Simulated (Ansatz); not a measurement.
# LaGaO3 (R-3c): band gap by G0W0 on LDA, part 3 of 3

Wanted: the gap of LaGaO3 (R-3c) with a many-body correction, and the time that it takes.

Ansatz 0.2.0; LDA, then G0W0 on it, plane waves, PAW. Known limits of the many-body steps: finite bands, screening cutoff and k mesh; no spin-orbit coupling in G0W0; d shells not analysed.

So far. Step 2 (Bands along the symmetry lines): Over mesh and path the gap is 3.499 eV, from k = (0.338, -0.338, 0.000) to k = Γ. The least direct gap found is 3.648 eV, at k = Γ. Step 3 (The quasiparticle correction): Over all 13 irreducible mesh points the G0W0 gap is 5.206 eV, from k = (0.000, -0.500, -0.500) to k = Γ. The LDA gap of this run on the mesh is 3.499 eV. The two states that bound the G0W0 gap lie that far apart at the start, so the correction of the gap is 5.206 − 3.499 = +1.707 eV.

In doubt: masses and optical values from hybrid runs of this build are listed as unsure (in some of the runs), which bears on the screening that GW takes from such a start.

### Step 4. Spin-orbit coupling

This run has two-component orbitals with spin-orbit coupling.

This step: DFT, LDA with spin-orbit coupling, plane waves, PAW.

Contents of input.yaml:

```yaml
crystal:
  lattice:
    - [2.77145, 1.6000974035, 4.4776]
    - [-2.77145, 1.6000974035, 4.4776]
    - [0.0, -3.2001948071, 4.4776]
  atoms:
    - { symbol: La, position: [0.25, 0.25, 0.25] }
    - { symbol: La, position: [0.75, 0.75, 0.75] }
    - { symbol: Ga, position: [0.0, 0.0, 0.0] }
    - { symbol: Ga, position: [0.5, 0.5, 0.5] }
    - { symbol: O, position: [0.8048, 0.6952, 0.25] }
    - { symbol: O, position: [0.25, 0.8048, 0.6952] }
    - { symbol: O, position: [0.6952, 0.25, 0.8048] }
    - { symbol: O, position: [0.1952, 0.3048, 0.75] }
    - { symbol: O, position: [0.75, 0.1952, 0.3048] }
    - { symbol: O, position: [0.3048, 0.75, 0.1952] }
kpoints:
  mp_grid: { grid: [6, 6, 6] }
  band_path:
    path:
      - [0.0, 0.0, 0.0]
      - [0.5, 0.5, 0.5]
      - [0.74819777, 0.25180223, 0.5]
      - [0.5, -0.25180223, 0.25180223]
      - [0.5, 0.0, 0.0]
      - [0.37590111, -0.37590111, 0.0]
      - [0.62409889, 0.0, 0.37590111]
      - [0.5, 0.0, 0.5]
      - [0.338310999, -0.338310999, 0.0]
    npoints: 1
hamiltonian:
  xc: lda
scf:
  occupations: { method: fixed }
  n_extra_bands: 14
magnetization:
  noncollinear: true
  spin_orbit: true
output:
  eigenvalues: true
```

Started as:

```
ansatz run input.yaml --threads 3 --pin off --max-ram 92160MiB --backend cuda --events-out ev --progress --plain --runs-dir out --devices 1 --max-vram 13GiB
```

Numbers of over 12 decimals in the logs are rounded to 6 here.

The log of the run:

```text
[...]
GPUs: using 1 of 1 available (devices: 1).
[...]
non-collinear run that drives no moment, with spin-orbit: no starting moment large enough to seed its density (crystal.atoms[].spin), no starting occupations that ask for one, no magnetisation constraint and no magnetic field, so the semilocal B_xc is pinned to zero
[...]
GPU FFT provider: cuFFT
GPU libraries: cuBLAS 13.8.2, cuFFT 12.4.0, cuSOLVER 12.3.4
Crystal: 10 atoms, lattice volume = 119.138 Å³
Basis set: ecut = 420 eV, 2319 PW (Γ)
Bands: 98, of which v1, the nominal top of the filled ones, is band 84 counted from 1 (83 counted from 0)
Symmetry: 12 space group operations + 12 with time reversal
[...]
k-points: 32 of 216
Projection manifold: j_resolved (fully-relativistic pseudo-atomic orbitals)
[...]
GPU buffer pool allocated for 64000 grid points (all kernels)
[...]
SCF iter   1: F=—  HF=-22922.209950 eV  |F-HF|=—  |Δ(HF+E_count)|=         —  Δρ=7.41e-2  dr2=4.75e0  dr2_m=0.00e0 (ungated)  ethr=3.10e-3  |M|=0.00e0 ∫|m|=0.00e0 μB  |m|>n=0.0e0 m-floor=0.0e0 τ_xc=0.0e0  β_m=0.30  ⟨swp⟩=3.0  Hψ=7743  notcnv=0  defer=66
[...]
spin=Noncollinear: Resta preconditioning applied to the charge; magnetization (m_x, m_y, m_z) channels mix plain (no charge-response kernel on spin).
SCF iter   2: F=—  HF=-22921.479128 eV  |F-HF|=—  |Δ(HF+E_count)|=   7.31e-1  Δρ=4.62e-2  dr2=1.70e0  dr2_m=0.00e0 (ungated)  ethr=3.10e-3  |M|=0.00e0 ∫|m|=0.00e0 μB  |m|>n=0.0e0 m-floor=0.0e0 τ_xc=0.0e0  β_m=0.50  ⟨swp⟩=3.2  Hψ=2686  notcnv=0  defer=144
[...]
SCF iter   9: F=-22920.984258 eV  HF=-22920.984258 eV  |F-HF|=1.59e-8  |Δ(HF+E_count)|=   9.14e-8  Δρ=4.39e-6  dr2=3.10e-8  dr2_m=0.00e0 (ungated)  ethr=1.19e-10  |M|=0.00e0 ∫|m|=0.00e0 μB  |m|>n=0.0e0 m-floor=0.0e0 τ_xc=0.0e0  ⟨swp⟩=15.8  Hψ=7846  notcnv=0
SCF 1 converged in 9 iterations: F = -22920.984258 eV  dr2 = 3.10e-8
[...]
SCF converged after 9 iterations
Magnetization: |M| = 0.0000 μB,  M = (+0.0000, +0.0000, +0.0000) μB
Absolute magnetization: 0.0000 μB (∫|m|)
  site 0: m = (+0.0000, +0.0000, +0.0000) μB, |m| = 0.0000 μB  (R = 1.02 Å)
  site 1: m = (+0.0000, +0.0000, +0.0000) μB, |m| = 0.0000 μB  (R = 1.02 Å)
  site 2: m = (+0.0000, +0.0000, +0.0000) μB, |m| = 0.0000 μB  (R = 0.82 Å)
  site 3: m = (+0.0000, +0.0000, +0.0000) μB, |m| = 0.0000 μB  (R = 0.82 Å)
  site 4: m = (+0.0000, +0.0000, +0.0000) μB, |m| = 0.0000 μB  (R = 0.82 Å)
  site 5: m = (+0.0000, +0.0000, +0.0000) μB, |m| = 0.0000 μB  (R = 0.82 Å)
  site 6: m = (+0.0000, +0.0000, +0.0000) μB, |m| = 0.0000 μB  (R = 0.82 Å)
  site 7: m = (+0.0000, +0.0000, +0.0000) μB, |m| = 0.0000 μB  (R = 0.82 Å)
  site 8: m = (+0.0000, +0.0000, +0.0000) μB, |m| = 0.0000 μB  (R = 0.82 Å)
  site 9: m = (+0.0000, +0.0000, +0.0000) μB, |m| = 0.0000 μB  (R = 0.82 Å)
Free energy (F): -22920.984258 eV
[...]
Internal energy: -22920.984258 eV  (E = F + TS)
E sigma→0 (E₀):  -22920.984258 eV
Fermi energy:    10.735990 eV
[...]
--- Band table (eV; the first three rows and the last of 32) ---
  k-point 0: bands = [... 80 lower, 10.5431, 10.5431, 10.6062, 10.6062, 14.2351, 14.2351, 14.8479, 14.8479, ... 10 higher]
  k-point 1: bands = [... 80 lower, 10.4961, 10.4961, 10.5827, 10.5827, 14.6383, 14.6383, 14.9336, 14.9336, ... 10 higher]
  k-point 2: bands = [... 80 lower, 10.5468, 10.5468, 10.5892, 10.5892, 15.0413, 15.0413, 15.0641, 15.0641, ... 10 higher]
  k-point 31: bands = [... 80 lower, 10.2367, 10.2367, 10.2367, 10.2367, 15.1491, 15.1491, 15.1491, 15.1491, ... 10 higher]
```

Run time: 14 s. Hardware: 1 × NVIDIA H100 80GB HBM3 (shared by 6 runs) with 3 threads of AMD EPYC 7R13 (Zen 3), shared host; peak memory 1.1 GiB.

This step gave:

```yaml
gap: 3.499 eV
valence_top_at: k = (0.338, -0.338, 0.000)
conduction_bottom_at: Γ
least_direct_gap: 3.629 eV
```

Over mesh and listed points the gap is 3.499 eV, from k = (0.338, -0.338, 0.000) to k = Γ. The least direct gap found is 3.629 eV, at k = Γ. LDA+SOC against LDA: 3.499 − 3.499 = +0.000 eV, with the same mesh, set of files (read in its fully relativistic form for the spin-orbit run) and cutoff, and both edges at the same k points. The spin-orbit run sees mesh and listed points alone, so its gap is an upper bound: the coupling can move an edge off these points, and the change over the zone, its sign included where it is small, is not known.

### Step 5. Side by side

Each gap is the least one over the points named; times are wall times on shared hosts, not benchmarks. A G0W0 time includes the run's own self-consistent start. Runs with listed points see these and the mesh alone, so an edge that moves elsewhere is missed. Rows marked * are further runs, not shown as steps, whose inputs differ from the G0W0 step on the same start in the columns given; solver thresholds can differ too.

```tsv
level	mesh	files, cutoff	bands summed, screening	points	gap (eV)	valence top	conduction bottom	least direct gap (eV)	time
LDA	6×6×6	soft_2 PAW, 420 eV	-	mesh and path	3.499	(0.338, -0.338, 0.000)	Γ	3.648	12 s
LDA+SOC	6×6×6	soft_2 PAW, 420 eV	-	mesh and listed points	3.499	(0.338, -0.338, 0.000)	Γ	3.629	14 s
G0W0@LDA*	4×4×4	soft_2 PAW, 420 eV	149, 54 eV	all 13 irreducible mesh points	5.278	(0.000, -0.500, -0.500)	Γ	5.368	23 s
G0W0@LDA*	4×4×4	soft_2 PAW, 420 eV	345, 108 eV	all 13 irreducible mesh points	5.189	(0.000, -0.500, -0.500)	Γ	5.300	40 s
G0W0@LDA	4×4×4	soft_2 PAW, 420 eV	695, 180 eV	all 13 irreducible mesh points	5.206	(0.000, -0.500, -0.500)	Γ	5.327	92 s
G0W0@LDA*	2×2×2	soft_2 PAW, 420 eV	345, 108 eV	all 4 irreducible mesh points	5.127	(0.000, -0.500, -0.500)	Γ	5.246	11 s
G0W0@LDA*	4×4×4	soft_2 PAW, 420 eV	695, 180 eV, plasmon pole	all 13 irreducible mesh points	5.219	(0.000, -0.500, -0.500)	Γ	5.334	1.7 min
```

### Step 6. Summary of results

| Property | Result |
| --- | --- |
| LDA gap over mesh and path | 3.499 eV, from k = (0.338, -0.338, 0.000) to k = Γ |
| G0W0@LDA gap over all 13 irreducible mesh points | 5.206 eV, from k = (0.000, -0.500, -0.500) to k = Γ |
| LDA+SOC gap over mesh and listed points | 3.499 eV |
| GW settings | 4×4×4 mesh, 653 empty bands, screening to 180 eV |
| known limits | finite bands, screening cutoff and k mesh; no spin-orbit coupling in G0W0; d shells not analysed |

Over all 13 irreducible mesh points the G0W0 gap is 5.206 eV, from k = (0.000, -0.500, -0.500) to k = Γ. The LDA gap of this run on the mesh is 3.499 eV. The two states that bound the G0W0 gap lie that far apart at the start, so the correction of the gap is 5.206 − 3.499 = +1.707 eV. The valence state moves by 10.127 − 10.735 = −0.608 eV and the conduction state by 15.333 − 14.234 = +1.099 eV, on the run's own scale; with 149 bands the edge states move by −0.052 and +1.728 eV, so the split between the edges depends on the bands and cutoff. Over mesh and path, LDA puts the valence top at k = (0.338, -0.338, 0.000), which is no corrected point. The start's gap on the mesh of the G0W0 run, 3.499 eV, is no wider than the 3.499 eV found there (the runs differ in mesh (6×6×6 and 4×4×4)), so it is not shown that this mesh misses an edge. Levels at other points were not corrected, so a lower G0W0 gap elsewhere in the zone is not ruled out. From 149 bands and 54 eV to 695 bands and 180 eV the gap moves by 5.206 − 5.278 = −0.072 eV (rung by rung 5.278, 5.189, 5.206 eV); bands and screening cutoff rise together, so their parts are not told apart. The gap turns back along the series (5.278, 5.189, 5.206 eV), so no line is drawn and the limit is not known. With the 2×2×2 mesh in place of the 4×4×4 mesh and all else as in the G0W0@LDA row with 345 bands, the gap differs by 5.127 − 5.189 = −0.062 eV, and that of the start by 3.475 − 3.499 = −0.024 eV. With the plasmon pole model in place of the contour deformation model and all else as in the G0W0@LDA row with 695 bands, the gap differs by 5.219 − 5.206 = +0.013 eV. G0W0 on other starts in this series, not shown as steps and not all at these settings: 5.590 eV on r2SCAN (4×4×4, soft_2 PAW, 695 bands, 180 eV) and 6.083 eV on HSE06 (4×4×4, soft_2 PAW, 695 bands, 180 eV). LDA+SOC against LDA: 3.499 − 3.499 = +0.000 eV, with the same mesh, set of files (read in its fully relativistic form for the spin-orbit run) and cutoff, and both edges at the same k points. The spin-orbit run sees mesh and listed points alone, so its gap is an upper bound: the coupling can move an edge off these points, and the change over the zone, its sign included where it is small, is not known. What spin-orbit coupling does to the G0W0 levels was not computed, so no sum with the G0W0 gap is formed. For the G0W0 step: the program marks 35 of the 78 corrected levels as in doubt (energies apart, Σc rises), neither edge state among them. The G0W0 runs are scalar-relativistic. One-shot GW is known to converge slowly in bands for compounds with shallow d shells. The cell holds Ga; the filling of the d shell and its place against the gap were not analysed here. The cell holds La; where the f levels lie against the gap was not analysed here. G0W0@LDA runs of this series with other atomic data on the same mesh, not shown as steps, give 5.288 eV (hard PAW, 1020 eV, 1018 bands, screening to 234 eV); where bands and cutoffs differ too, the part of the files is not isolated.

[Paths, hosts, dates, memory and timing lines, banners, echoed tables and standing remarks are left out of the program output.]

[Logs are printed without paths, hosts, clocks, repeated set-up lines and the standing remarks that a program may print on its own settings, such as how far it seeks lower states.]

[Runs of the session that timed out or met a known fault of the program may be left out.]

[Cells called generated may have been cut or substituted from an entry of the Crystallography Open Database or the Materials Project.]

[Hosts, paths, dates, database ids (printed as entryN), source tags and the programs' standing remarks are cut or masked in the printed files.]

[Where an RPA ε∞ is given, it is that of the G0W0 mesh and is not shown converged in it. Names of k-points follow the symmetry that the program found, which can be lower than the space group named. Band edges on a path are those of the sampled points; other points can move an edge, and change direct to indirect where valleys lie close.]

[Hybrid gaps are those of their k-mesh and are not shown converged in it.]
